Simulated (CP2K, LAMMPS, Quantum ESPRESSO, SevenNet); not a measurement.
# Bulk modulus two ways: amorphous 32Ga2O3-68GeO2 (mol %) (69 atoms), SevenNet l3i5

The cell holds 69 atoms (12 Ga, 13 Ge and 44 O). Recipe: 69 atoms (12 Fe, 13 Ge, 44 O) placed at random at 3.75 g/cm³, melted at 5000 K for 10 ps at fixed volume with the Morse and Coulomb pair potential with partial charges (Pedone, Malavasi, Menziani, Cormack and Segre, J. Phys. Chem. B 110, 11780 (2006)). Quenched from 5000 K to 300 K at 20 K/ps and fixed volume, held 5 ps, then minimised at fixed cell. Then Fe was replaced by Ga and the cell scaled by 1.006 (the potential has no terms for the new elements, so the cell is a start for a DFT relaxation). Then the atoms were relaxed with SevenNet l3i5 in the fixed cell. Then the atoms were relaxed with CP2K double zeta, PBE.

Calculated with SevenNet l3i5: SevenNet l3i5, trained on PBE(+U) plane-wave data, no dispersion term. The cell is scaled evenly by ±3 % in volume, and CP2K double zeta, PBE relaxes the atoms at each volume before the single point.

| volume (Å³/atom) | energy less the middle row's (meV/atom) | pressure (GPa) |
| --- | --- | --- |
| 14.673 | -10.273 | -3.896 |
| 15.127 | 0.000 | -5.308 |
| 15.581 | 13.971 | -6.593 |

Task: Find the bulk modulus at the middle volume from the pressures and from the energies, and check the printed pressure against the slope of the energy (1 meV/Å³ = 0.16022 GPa).

**Working.**

The step is h = 0.4538 Å³. From pressures: B = −V dP/dV = 15.127 × (-3.896 − (-6.593)) / (2 × 0.4538) = 45.0 GPa.

From energies: B = V d²E/dV² = 15.127 × (-10.273 + (13.971)) / 0.4538² = 271.6 meV/Å³ = 43.5 GPa.

Slope: P = −dE/dV = −(13.971 − (-10.273)) / (2 × 0.4538) = -26.7 meV/Å³ = -4.28 GPa, against -5.31 GPa printed.

The two moduli agree within 3 %.

A central difference over ±3 % overstates P by about B(1 + B′)(0.03)²/6, some 0.03 GPa for B′ = 4, which is small against the gap found. The atoms follow CP2K double zeta, PBE, so this level's forces do work along the path, which enters the energies but not the printed pressures.

Limits: three points, a static cell at zero temperature, the cell shape held; the modulus is that at -5.3 GPa, not at zero pressure.

[Hosts, paths, dates, database ids (printed as entryN), source tags and the programs' standing remarks are cut or masked in the printed files.]
